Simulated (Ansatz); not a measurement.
# Sensitivity of the G0W0 gap of TiO2 (Anatase)

A base run on TiO2 (Anatase), then changed inputs.

Method: G0W0 on PBE, plane waves, norm-conserving pseudopotentials, in Ansatz 0.2.0.

### Step 1. The structure

Symmetry: I4_1/amd, No. 141, tetragonal system. The conventional cell has a = 3.784 Å, b = 3.784 Å, c = 9.515 Å, α = 90.00°, β = 90.00°, γ = 90.00°. Nearest to Ti lie 6 O at 1.93 to 1.98 Å. O has 3 Ti at 1.93 to 1.98 Å nearest. Farther neighbours and most contacts between anions are not listed.

The cell and positions come from the Crystallography Open Database and are kept as given unless a step says otherwise.

### Step 2. The base run: 6×6×6 mesh, 154 empty bands, screening to 100 eV, norm-conserving files

Now the one-shot GW correction: screening in the RPA, then the self-energy of the levels asked for. This step takes norm-conserving files.

Input file input.yaml:

```yaml
crystal:
  lattice:
    - [-1.8921, 1.8921, 4.7573]
    - [1.8921, -1.8921, 4.7573]
    - [1.8921, 1.8921, -4.7573]
  atoms:
    - { symbol: Ti, position: [0.0, 0.0, 0.0] }
    - { symbol: Ti, position: [0.75, 0.25, 0.5] }
    - { symbol: O, position: [0.2081, 0.2081, 0.0] }
    - { symbol: O, position: [0.9581, 0.4581, 0.5] }
    - { symbol: O, position: [0.5419, 0.0419, 0.5] }
    - { symbol: O, position: [0.7919, 0.7919, 0.0] }
kpoints:
  mp_grid: { grid: [6, 6, 6] }
hamiltonian:
  xc: pbe
  pseudopotentials: { kind: nc }
scf:
  occupations: { method: fixed }
gw:
  n_empty_bands: 154
  ecut_chi: 100
  qp_bands: [v2, c2]
  qp_kpoints: band_edges
  screening: { model: contour_deformation }
```

Launch:

```sh
$ ansatz run input.yaml --threads 2 --pin off --max-ram 92160MiB --backend cuda --events-out ev --progress --plain --runs-dir out --devices 1 --max-vram 13GiB  # rebuilt from the run's record
```

Numbers of over 12 decimals in the logs are rounded to 6 here.

The program printed:

```text
GPUs: using 1 of 1 available (devices: 1).
Engine: ansatz 0.2.0, x86_64-unknown-linux-gnu
Pseudopotentials: kind: nc
Pseudopotential: Ti, nc, valence charge 12, recommended cutoff 1155 eV (normal), Ti.nc.azcp
Pseudopotential: O, nc, valence charge 6, recommended cutoff 1240 eV (normal), O.nc.azcp
Functional definition: PBE
  parameter kappa = 0.804
  parameter beta = 0.066725
  exchange = pbe_x(kappa = kappa, mu = beta*pi^2/3)
  correlation = pbe_c(beta = beta)
device memory: the entry about to start is reckoned to put 3.2 GiB on a device that reports 46.8 GiB free (of which the cap on the GPU budget leaves the run 13.0 GiB)
GPU FFT provider: cuFFT
GPU libraries: cuBLAS 13.8.2, cuFFT 12.4.0, cuSOLVER 12.3.4
Crystal: 6 atoms, lattice volume = 68.125 Å³
Basis set: ecut = 1240 eV, 6747 PW (Γ)
Bands: 30, of which v1, the nominal top of the filled ones, is band 24 counted from 1 (23 counted from 0)
Symmetry: 16 space group operations
Space group: I41/amd (ITA 141), of the structure as read, at distance tolerance 4.1e-5 Å
k-points: 30 of 216
Non-local potential: Ti, projectors of the file, l = 0: 2, l = 1: 2, l = 2: 2
Non-local potential: O, projectors of the file, l = 0: 2, l = 1: 2, l = 2: 1
Initial density: superposition of atomic densities (chi_scale 0.1, normalization cell, long waves kept (reshape's long-wave potential 0.00 eV rms))
Initial wavefunctions: pseudopotential atomic-orbital guess
GPU buffer pool allocated for 262144 grid points (all kernels)
GPU transforms: local potential and band sums: pruned to the plane-wave sphere, on 64×64×64
Functional: x = pbe(κ = 0.804, μ = 0.219515), c = pbe(β = 0.066725)
SCF iter   1: F=—  HF=-5102.799641 eV  |F-HF|=—  |Δ(HF+E_count)|=         —  Δρ=6.80e-2  dr2=3.10e0  ethr=3.10e-3  ⟨swp⟩=5.3  Hψ=3589  notcnv=0  defer=70
preconditioner: auto → none  [insulator: Δε(μ)=2.440 eV  Ē_g=9.848 eV  n_scr=14 (ndim 8)  ℏωp=25.4 eV  f_vac=0.000  ε∞_Penn≈7.7]
SCF iter   2: F=—  HF=-5102.379703 eV  |F-HF|=—  |Δ(HF+E_count)|=   4.20e-1  Δρ=6.69e-2  dr2=2.31e0  ethr=3.10e-3  ⟨swp⟩=2.5  Hψ=1761  notcnv=0  defer=95
SCF iter   3: F=—  HF=-5102.174707 eV  |F-HF|=—  |Δ(HF+E_count)|=   2.05e-1  Δρ=3.41e-2  dr2=8.41e-1  ethr=3.10e-3  ⟨swp⟩=3.3  Hψ=1676  notcnv=0  defer=91
SCF iter   4: F=—  HF=-5102.069951 eV  |F-HF|=—  |Δ(HF+E_count)|=   1.05e-1  Δρ=1.70e-2  dr2=2.03e-1  ethr=1.75e-3  ⟨swp⟩=2.4  Hψ=1236  notcnv=0  defer=105
SCF iter   5: F=—  HF=-5102.046010 eV  |F-HF|=—  |Δ(HF+E_count)|=   2.39e-2  Δρ=2.87e-3  dr2=5.02e-3  ethr=4.23e-4  ⟨swp⟩=2.7  Hψ=1291  notcnv=0  defer=119
SCF iter   6: F=—  HF=-5102.047755 eV  |F-HF|=—  |Δ(HF+E_count)|=   1.74e-3  Δρ=7.83e-4  dr2=3.16e-4  ethr=1.05e-5  ⟨swp⟩=3.0  Hψ=1735  notcnv=0  defer=119
[...]
E_band       = -456.484452
  E_kinetic    = 2533.385967
  E_local      = -4430.096315  (includes V_loc(G=0)·N_el)
  E_nonlocal   = -283.367608
  E_hartree    = 1387.683940
  E_xc         = -987.458161
  E_vxc        = -1051.775450  (∫ρ·V_xc dr)
  E_ewald      = -3322.195552
  E_smearing   = -0.000000  (= −TS)
  E_closure    = -0.000000  (closes the sum)
  Σ components = -5102.047729   (vs F -5102.047729, Δ=0.00e0)
--- Band table (eV; the first three rows and the last of 30) ---
  k-point 0: bands = [... 20 lower, 6.5485, 6.5485, 6.8363, 6.8363, 9.4351, 10.1802, 11.3181, 11.3181, ... 2 higher]
  k-point 1: bands = [... 20 lower, 5.9693, 6.1438, 6.6547, 7.0467, 10.2811, 10.3803, 10.5762, 11.0153, ... 2 higher]
  k-point 2: bands = [... 20 lower, 5.2436, 6.3575, 6.7212, 7.2000, 10.3929, 10.6500, 10.8151, 11.1477, ... 2 higher]
  k-point 29: bands = [... 20 lower, 6.0474, 6.0474, 7.1841, 7.1841, 9.7946, 9.7946, 11.1054, 11.1054, ... 2 higher]
--- G₀W₀: contour deformation, 6 samples at zero and on the imaginary axis and 2 off it, 216 q-points, 154 empty bands' worth ---
  eigenvalues of the whole cell's RPA ε∞ on this k-mesh (on a slab, of 1 + 4πα/V) = 6.0431, 6.6283, 6.6283; static W/v taken at q = 0 is 0.154147
  bands read: the sum over 178 bands ends inside a degenerate multiplet in 1 slot, whose members it reads at an even weight; the widest, k=25: bands 178 to 179 (counted from 1) at 1/2 each
  gw.qp_kpoints: band_edges: 24 of 30 stored k-points solved, in 1 pass; an edge of the gap read off the rows below is read off those points alone
    valence top: of the k-points left out ik 7 came nearest to being solved in a further pass, in band 24 (counted from 1, as in the quasiparticle table): it holds the edge there only if its correction is more favourable than any solved in that band by at least 0.517 eV; those differ by 0.094 eV
    conduction bottom: of the k-points left out ik 27 came nearest to being solved in a further pass, in band 25 (counted from 1, as in the quasiparticle table): it holds the edge there only if its correction is more favourable than any solved in that band by at least 0.892 eV; those differ by 0.163 eV
    ik  band        ε_KS         Σx   Σc(E_QP)       V_xc       Z   E_QP_lin       E_QP  E_QP is
     0    23      6.8363   -25.3367     4.8209   -20.3289  0.7056     6.6487     6.6494  root
     0    24      6.8363   -25.3367     4.8209   -20.3289  0.7056     6.6487     6.6494  root
     0    25      9.4351   -13.0412    -6.3739   -20.7498  0.7333    10.8052    10.7698  root
     0    26     10.1802   -13.4233    -7.2247   -22.0995  0.7130    11.6856    11.6318  root
     1    23      6.6547   -25.9102     4.8152   -20.9034  0.7146     6.4624     6.4632  root
     1    24      7.0467   -25.7524     4.7848   -20.7985  0.7124     6.8771     6.8776  root
     1    25     10.2811   -13.3341    -7.2730   -22.0582  0.7129    11.7863    11.7322  root
     1    26     10.3803   -14.2749    -6.2824   -21.8903  0.7139    11.7560    11.7134  root
[...]
29    23      7.1841   -26.1598     4.6595   -21.3795  0.7181     7.0629     7.0632  root
    29    24      7.1841   -26.1598     4.6595   -21.3795  0.7181     7.0629     7.0632  root
    29    25      9.7946   -13.1971    -6.7792   -21.3694  0.7241    11.2316    11.1876  root
    29    26      9.7946   -13.1971    -6.7792   -21.3694  0.7241    11.2316    11.1876  root
[key lines of the parts left out:]
SCF converged after 11 iterations
Free energy (F): -5102.047729 eV
Fermi energy:    7.267418 eV
```

Wall time 66 s (1 × NVIDIA H100 80GB HBM3 (shared by 6 runs) with 2 threads of AMD EPYC 7R13 (Zen 3), shared host); peak memory 1.9 GiB.

Numbers from this step:

```yaml
bands_summed: 178
rpa_eps_infinity_on_this_mesh_eigenvalues: 6.043, 6.628, 6.628
plane_waves_in_the_screening_matrix: 155
q_points_in_the_mesh: 216
g0w0_gap_on_the_mesh: 3.635 eV
k_of_the_valence_top: 0, 0, -0.5
k_of_the_conduction_bottom: 0, 0, 0
starting_gap_on_the_mesh: 2.168 eV
z_at_the_valence_top: 0.7125
z_at_the_conduction_bottom: 0.7333
least_direct_g0w0_gap_on_the_computed_points: 3.966 eV
```

The gap on the mesh goes from 2.17 eV to 3.64 eV, a correction of +1.47 eV. Between the two edge states, bare exchange in place of the xc potential would open the gap by 12.59 eV, and correlation takes back 11.12 eV.

### Step 3. Variant: static remainder

Edit input.yaml of step 2 so:

```diff
@@ -20,3 +20,3 @@
 gw:
-  n_empty_bands: 154
+  n_empty_bands: 71
   ecut_chi: 100
@@ -25 +25,2 @@
   screening: { model: contour_deformation }
+  static_remainder: true
```

The program printed:

```text
Warning: gw takes pair_densities: pseudo, which can misplace gaps by tens of per cent, since gw.static_remainder lacks the terms of the atoms
GPUs: using 1 of 1 available (devices: 1).
[...]
GPU FFT provider: cuFFT
GPU libraries: cuBLAS 13.8.2, cuFFT 12.4.0, cuSOLVER 12.3.4
Crystal: 6 atoms, lattice volume = 68.125 Å³
Basis set: ecut = 1240 eV, 6747 PW (Γ)
Bands: 30, of which v1, the nominal top of the filled ones, is band 24 counted from 1 (23 counted from 0)
[... 1 set-up line as in the run before ...]
[...]
k-points: 30 of 216
[...]
GPU buffer pool allocated for 262144 grid points (all kernels)
[...]
SCF iter   1: F=—  HF=-5102.799641 eV  |F-HF|=—  |Δ(HF+E_count)|=         —  Δρ=6.80e-2  dr2=3.10e0  ethr=3.10e-3  ⟨swp⟩=5.3  Hψ=3589  notcnv=0  defer=70
[...]
SCF iter  11: F=-5102.047729 eV  HF=-5102.047729 eV  |F-HF|=1.31e-9  |Δ(HF+E_count)|=   1.35e-8  Δρ=1.60e-6  dr2=1.53e-9  ethr=2.08e-10  ⟨swp⟩=13.1  Hψ=3599  notcnv=0
SCF 1 converged in 11 iterations: F = -5102.047729 eV  dr2 = 1.53e-9
[...]
NSCF: frozen V_eff on 30 k-points
[...]
G₀W₀ screening: q 1/30
[... further progress lines ...]
[...]
SCF converged after 11 iterations
Free energy (F): -5102.047729 eV
[...]
Internal energy: -5102.047729 eV  (E = F + TS)
E sigma→0 (E₀):  -5102.047729 eV
Fermi energy:    7.267418 eV
[...]
--- Band table (eV; the first three rows and the last of 30) ---
  k-point 0: bands = [... 20 lower, 6.5485, 6.5485, 6.8363, 6.8363, 9.4351, 10.1802, 11.3181, 11.3181, ... 2 higher]
  k-point 1: bands = [... 20 lower, 5.9693, 6.1438, 6.6547, 7.0467, 10.2811, 10.3803, 10.5762, 11.0153, ... 2 higher]
  k-point 2: bands = [... 20 lower, 5.2436, 6.3575, 6.7212, 7.2000, 10.3929, 10.6500, 10.8151, 11.1477, ... 2 higher]
  k-point 29: bands = [... 20 lower, 6.0474, 6.0474, 7.1841, 7.1841, 9.7946, 9.7946, 11.1054, 11.1054, ... 2 higher]
[...]
static-remainder magnitude (band-truncation diagnostic): 1.6457 eV
[...]
0    23      6.8363   -24.6230     4.5838   -19.6920  0.7057     6.4864     6.4891  root
     0    24      6.8363   -24.6230     4.5838   -19.6920  0.7057     6.4864     6.4891  root
     0    25      9.4351   -12.0147    -6.5896   -19.6182  0.7335    10.4684    10.4491  root
     0    26     10.1802   -12.2553    -7.4543   -20.8125  0.7130    11.3124    11.2832  root
     1    23      6.6547   -25.1004     4.5544   -20.1611  0.7148     6.2667     6.2699  root
     1    24      7.0467   -24.9875     4.5284   -20.1115  0.7126     6.6967     6.6992  root
     1    25     10.2811   -12.1586    -7.5031   -20.7630  0.7129    11.4117    11.3824  root
     1    26     10.3803   -13.1585    -6.5263   -20.6910  0.7140    11.4094    11.3865  root
[...]
29    23      7.1841   -25.3267     4.3820   -20.6236  0.7183     6.8610     6.8630  root
    29    24      7.1841   -25.3267     4.3820   -20.6236  0.7183     6.8610     6.8630  root
    29    25      9.7946   -12.1059    -7.0015   -20.1666  0.7242    10.8777    10.8539  root
    29    26      9.7946   -12.1059    -7.0015   -20.1666  0.7242    10.8777    10.8539  root
```

Run time: 44 s. Hardware: 1 × NVIDIA H100 80GB HBM3 (shared by 6 runs) with 2 threads; peak memory 1.5 GiB.

Against the base:

```csv
setting,base,variant
empty bands,154,71
static remainder,-,true
```

```csv
quantity,variant,base
starting gap on the mesh,2.168,2.168
G0W0 gap on the mesh,3.497,3.635
least direct G0W0 gap on the computed points,3.836,3.966
Z at the valence top,0.713,0.712
Z at the conduction bottom,0.733,0.733
```

### Step 4. Results

| Property | Result |
| --- | --- |
| base | 3.64 eV, 66 s |
| static remainder | 3.50 eV, 44 s |

In words: Static remainder: the gap moves by −0.14 eV; such settings are too crude to quote. The variant differs from the base in empty bands and static remainder together, so the change can't be laid to one of them. This option needs pseudo pair densities, which the log warns can misplace gaps. All runs here use a coarse mesh and modest cutoffs; they test settings and are not final values.

[Paths, hosts, dates, memory and timing lines, banners, echoed tables and standing remarks are left out of the program output.]

[Logs are printed without paths, hosts, clocks, repeated set-up lines and the standing remarks that a program may print on its own settings, such as how far it seeks lower states.]

[Runs of the session that timed out or met a known fault of the program may be left out.]

[Cells called generated may have been cut or substituted from an entry of the Crystallography Open Database or the Materials Project.]

[Hosts, paths, dates, database ids (printed as entryN), source tags and the programs' standing remarks are cut or masked in the printed files.]
